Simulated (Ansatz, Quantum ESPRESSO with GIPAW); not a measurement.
## 19F and 33S NMR of SF6, calculated

The task is to compute the NMR parameters of SF6 site by site.

Main program and level: Quantum ESPRESSO with GIPAW 8.0dev (patched build); DFT, PBEsol, plane-wave PAW (pslibrary 1.0.0 recipes), scalar-relativistic, GIPAW; a patched development version of the program.

Report form: the programs' logs are mostly left out.

## 1. The starting structure

The cell holds 21 atoms: 3 S and 18 F. Cell: a = 4.711 Å, b = 7.875 Å, c = 8.012 Å, α = 61.5°, β = 85.2°, γ = 85.5°.

The cell is a computed entry of the Materials Project; it need not be the form that is stable at ambient conditions.

This structure had its atoms relaxed beforehand (DFT, PBEsol, plane-wave PAW (pslibrary 1.0.0 recipes), Quantum ESPRESSO with GIPAW), starting from the database entry, since shieldings follow bond lengths closely.

## 2. Ground state

First the ground state. The response equations take the occupied wavefunctions as exact, so conv_thr is set much tighter than for an energy. No empty states are asked for: the response is solved without them. The mesh has a spacing of 0.46 Å⁻¹ at most. The PAW files were made with ld1.x from the pslibrary 1.0.0 recipes, with GIPAW reconstruction switched on (the recipe of F slightly mended, as the packaged one fails to give a sound file).

scf.in

```
&control
  calculation = 'scf'
  prefix = 'x'
  outdir = './tmp/'
  pseudo_dir = './'
/
&system
  ibrav = 0
  nat = 21
  ntyp = 2
  ecutwfc = 55
  ecutrho = 330
  nbnd = 72
/
&electrons
  conv_thr = 1.0d-10
  mixing_beta = 0.7
  electron_maxstep = 100
/
ATOMIC_SPECIES
  S 32.060 S.pbesol-n-kjpaw_psl.1.0.0-gipaw.UPF
  F 18.998 F.pbesol-n-kjpaw_psl.1.0.0-gipaw.UPF
CELL_PARAMETERS angstrom
  4.71060909 0.00000000 0.00000000
  0.62284145 7.85081812 0.00000000
  0.67329425 3.77782448 7.03330133
ATOMIC_POSITIONS crystal
  S 0.58653487 0.33351970 0.33025947
  S 0.41346513 0.66648030 0.66974053
  S 0.00000000 0.00000000 0.00000000
  F 0.40634838 0.53299353 0.25242154
  F 0.59365162 0.46700647 0.74757846
  F 0.76709241 0.13411669 0.40810477
  F 0.23290759 0.86588331 0.59189523
  F 0.36144659 0.25022260 0.25454497
  F 0.63855341 0.74977740 0.74545503
  F 0.81174622 0.41682519 0.40603010
  F 0.18825378 0.58317481 0.59396990
  F 0.40911110 0.25601293 0.52818747
  F 0.59088890 0.74398707 0.47181253
  F 0.76406882 0.41089784 0.13235744
  F 0.23593118 0.58910216 0.86764256
  F 0.28890295 0.93981706 0.92083112
  F 0.71109705 0.06018294 0.07916888
  F 0.12519290 0.20162405 0.94799046
  F 0.87480710 0.79837595 0.05200954
  F 0.87638431 0.09168064 0.79501437
  F 0.12361569 0.90831936 0.20498563
K_POINTS automatic
  3 2 2 0 0 0
```

Command:

```bash
> mpirun -np 4 pw.x -nk 4 -in scf.in > scf.out
```

Run time: 1.7 min. Hardware: 4 MPI ranks of Arm Neoverse V1, shared host; peak memory 1.5 GiB.

It converged in 16 cycles to an estimated accuracy of 4e-12 Ry, on 8 irreducible k-points.

## 3. Magnetic response

The job finds the current that a weak uniform field induces (applied as a long wave, q_gipaw) and the field that this current makes at each nucleus. On atoms with p or d valence electrons much of the paramagnetic part arises close to the nucleus, where the PAW partial waves rebuild the true states. pawproj makes the reconstruction use the PAW data sets' own projectors.

nmr.in

```
&inputgipaw
  job = 'nmr'
  prefix = 'x'
  tmp_dir = './tmp/'
  restart_mode = 'from_scratch'
  verbosity = 'low'
  q_gipaw = 0.01
  spline_ps = .true.
  conv_threshold = 1.0d-11
  use_nmr_macroscopic_shape = .false.
  pawproj(1) = .true.
  pawproj(2) = .true.
/
```

Command:

```bash
> mpirun -np 4 gipaw.x -in nmr.in > nmr.out
```

Wall time 20 min (4 MPI ranks); peak memory 0.93 GiB.

The f-sum rule is met to 0.049 of 128.1 (0.04 %). Converged shieldings require that this miss be small, but a small miss does not prove them.

From the symmetric part of each tensor, with principal values σ11 ≤ σ22 ≤ σ33: σ_iso is their mean, the span is σ33 − σ11 and the skew 3(σ_iso − σ22)/span. (gipaw.x prints an anisotropy in another convention.)

| site | atom no. | atoms in cell | σ_iso (ppm) | span (ppm) | skew |
| --- | --- | --- | --- | --- | --- |
| S(1) | 1 | 2 | 208.4 | 0.4 | -0.72 |
| S(2) | 3 | 1 | 209.1 | 0.5 | -0.32 |
| F(1) | 4 | 2 | 19.7 | 440.4 | 1.00 |
| F(2) | 6 | 2 | 19.3 | 440.7 | 1.00 |
| F(3) | 8 | 2 | 19.5 | 439.5 | 1.00 |
| F(4) | 10 | 2 | 19.0 | 439.3 | 0.99 |
| F(5) | 12 | 2 | 19.4 | 440.3 | 1.00 |
| F(6) | 14 | 2 | 19.2 | 439.7 | 1.00 |
| F(7) | 16 | 2 | 20.2 | 437.6 | 0.99 |
| F(8) | 18 | 2 | 20.4 | 440.8 | 1.00 |
| F(9) | 20 | 2 | 20.9 | 441.9 | 1.00 |

The macroscopic shape term is switched off. For a spherical sample the valence susceptibility of this run would add about 7 ppm to every site, a rough estimate, since the susceptibility converges slowly and lacks part of the PAW terms. Differences within the crystal don't depend on it, but shieldings of different compounds can't be compared to better than a few ppm without it.

In this run the largest span is that of F(9) (site symmetry 1), with principal values -126.6, -126.2 and 315.4 ppm. On F(1) the most shielded direction lies along its short bond to S: a field along the bond can't mix the bonding orbital with those across it, so the paramagnetic term is smallest there. On F(2) the most shielded direction lies along its short bond to S: a field along the bond can't mix the bonding orbital with those across it, so the paramagnetic term is smallest there.

## 4. Electric field gradients

33S has a quadrupole moment, which couples to the field gradient and broadens the lines. The gradient is a property of the ground-state density and needs no response; it is taken from a second code that counts the whole PAW charge. C_Q = eQV_zz/h, with Q = -0.0694 barn for 33S.

This step: DFT, PBEsol, plane-wave PAW, default files (PAW set soft_2), scalar-relativistic, field gradients (Ansatz 0.2.0), on the same atoms.

input.yaml

```yaml
crystal:
  lattice:
    - [4.7106090907, 0.0, 0.0]
    - [0.6228414492, 7.8508181165, 0.0]
    - [0.6732942498, 3.7778244838, 7.0333013315]
  atoms:
    - { symbol: S, position: [0.5865348655, 0.3335197041, 0.330259466] }
    - { symbol: S, position: [0.4134651345, 0.6664802959, 0.669740534] }
    - { symbol: S, position: [0.0, 0.0, 0.0] }
    - { symbol: F, position: [0.4063483779, 0.5329935279, 0.2524215388] }
    - { symbol: F, position: [0.5936516221, 0.4670064721, 0.7475784612] }
    - { symbol: F, position: [0.7670924076, 0.1341166888, 0.4081047714] }
    - { symbol: F, position: [0.2329075924, 0.8658833112, 0.5918952286] }
    - { symbol: F, position: [0.361446589, 0.250222602, 0.2545449684] }
    - { symbol: F, position: [0.638553411, 0.749777398, 0.7454550316] }
    - { symbol: F, position: [0.8117462161, 0.4168251932, 0.4060301002] }
    - { symbol: F, position: [0.1882537839, 0.5831748068, 0.5939698998] }
    - { symbol: F, position: [0.4091110968, 0.2560129289, 0.5281874736] }
    - { symbol: F, position: [0.5908889032, 0.7439870711, 0.4718125264] }
    - { symbol: F, position: [0.7640688182, 0.4108978424, 0.1323574425] }
    - { symbol: F, position: [0.2359311818, 0.5891021576, 0.8676425575] }
    - { symbol: F, position: [0.2889029468, 0.9398170596, 0.9208311193] }
    - { symbol: F, position: [0.7110970532, 0.0601829404, 0.0791688807] }
    - { symbol: F, position: [0.1251928995, 0.2016240461, 0.947990461] }
    - { symbol: F, position: [0.8748071005, 0.7983759539, 0.052009539] }
    - { symbol: F, position: [0.8763843121, 0.0916806417, 0.7950143743] }
    - { symbol: F, position: [0.1236156879, 0.9083193583, 0.2049856257] }
kpoints:
  mp_grid: { grid: [4, 3, 3] }
scf:
  occupations: { method: fixed }
hamiltonian:
  xc: pbesol
  pseudopotentials: { kind: paw, frozen_core: stored }
output:
  forces: false
  stress: false
  efg: { quadrupole_moments_barn: { S: -0.0694 } }
  write_density: true
  write_potential: true
  elf: true
  volumetric_format: npy
```

Command:

```bash
> ansatz run input.yaml --threads 4 --pin off --max-ram 16384MiB --backend cpu --events-out ev --progress --plain --runs-dir out
```

Elapsed: 9.3 s, on 4 threads; peak memory 0.93 GiB.

Among nuclei of half-integer spin the second-order effect is largest for 33S on S(2) (spin 3/2, C_Q 0.03 MHz): at 9.4 T it moves the centre of gravity of the MAS line by -0.028 ppm from δ_iso, and by a quarter of that at twice the field, by δ_Q = −(3/40)(C_Q/ν0)²(1 + η²/3)[I(I+1) − 3/4]/[I²(2I−1)²] × 10⁶ ppm with ν0 = 30.8 MHz.

## 5. From shieldings to shifts

Covalently bonded atoms count as neighbours within 1.18 times the sum of their radii. Otherwise a cation's neighbours lie within 1.2 times its shortest bond (1.3 for large cations, each anion's radius taken off where they differ), and an anion's are the cations that count it.

| site | atom no. | atoms in cell | surroundings | bonds (Å) | σ_iso (ppm) | C_Q (MHz) | η_Q |
| --- | --- | --- | --- | --- | --- | --- | --- |
| S(1) | 1 | 2 | SF6 | 1.588 | 208.4 | 0.01 | 0.49 |
| S(2) | 3 | 1 | SF6 | 1.587 | 209.1 | 0.03 | 0.26 |
| F(1) | 4 | 2 | bound to S | 1.588 | 19.7 | - | - |
| F(2) | 6 | 2 | bound to S | 1.588 | 19.3 | - | - |
| F(3) | 8 | 2 | bound to S | 1.587 | 19.5 | - | - |
| F(4) | 10 | 2 | bound to S | 1.588 | 19.0 | - | - |
| F(5) | 12 | 2 | bound to S | 1.588 | 19.4 | - | - |
| F(6) | 14 | 2 | bound to S | 1.588 | 19.2 | - | - |
| F(7) | 16 | 2 | bound to S | 1.587 | 20.2 | - | - |
| F(8) | 18 | 2 | bound to S | 1.587 | 20.4 | - | - |
| F(9) | 20 | 2 | bound to S | 1.588 | 20.9 | - | - |

The 2 S sites spread over 0.7 ppm in shielding, from S(1) (least shielded) to S(2). The 9 F sites spread over 1.9 ppm in shielding, from F(4) (least shielded) to F(9).

Simulated spectrum: 19F MAS at 100 kHz, 9.4 T (376.7 MHz), lines broadened by 2 ppm; the axis counts ppm from the isotropic position of F(9), as −Δσ; rigid lattice, with dipolar and J couplings left out. Its lines over 1.5 % of the strongest:

| offset (ppm) | area |
| --- | --- |
| 266.6 | 0.10 |
| 1.1 | 1.00 |
| -264.3 | 0.07 |
| -529.8 | 0.02 |

At this broadening the 9 sites give 1 resolved isotropic line.

## 6. Summary of results

| Property | Result |
| --- | --- |
| 19F shielding without shape term | 19.0 to 20.9, 9 sites ppm |
| 33S shielding without shape term | 208.4, 209.1 ppm |
| 33S size of C_Q | 0.01, 0.03 MHz |

What this shows: 19F has 9 sites, with shieldings from 19.0 ppm (F(4)) to 20.9 ppm (F(9)), shape term left out. A shift needs a reference, δ = σ_ref − σ, fixed on measured compounds; for 19F of this kind at this level too few were at hand, or they scattered too widely about a line, so none is given. No sound run at another cutoff or mesh is at hand, so convergence rests on the f-sum rule and on experience with these files. Groups such as SF6 often reorient fast at room temperature, which averages anisotropies and couplings that this rigid-lattice calculation keeps whole. This build of gipaw.x prints that it is not audited and that its numbers are no references by themselves. It also reports spline_ps as false although the input sets it; why was not traced. The field gradients use PAW files made for PBE.

[Logs are printed without paths, hosts, clocks, repeated set-up lines and the standing remarks that a program may print on its own settings, such as how far it seeks lower states.]

[Hosts, paths, dates, database ids (printed as entryN), source tags and the programs' standing remarks are cut or masked in the printed files.]

[Where no reference line passes its bar on scatter, no shift is given, so a measured shift of this compound may stand uncompared.]
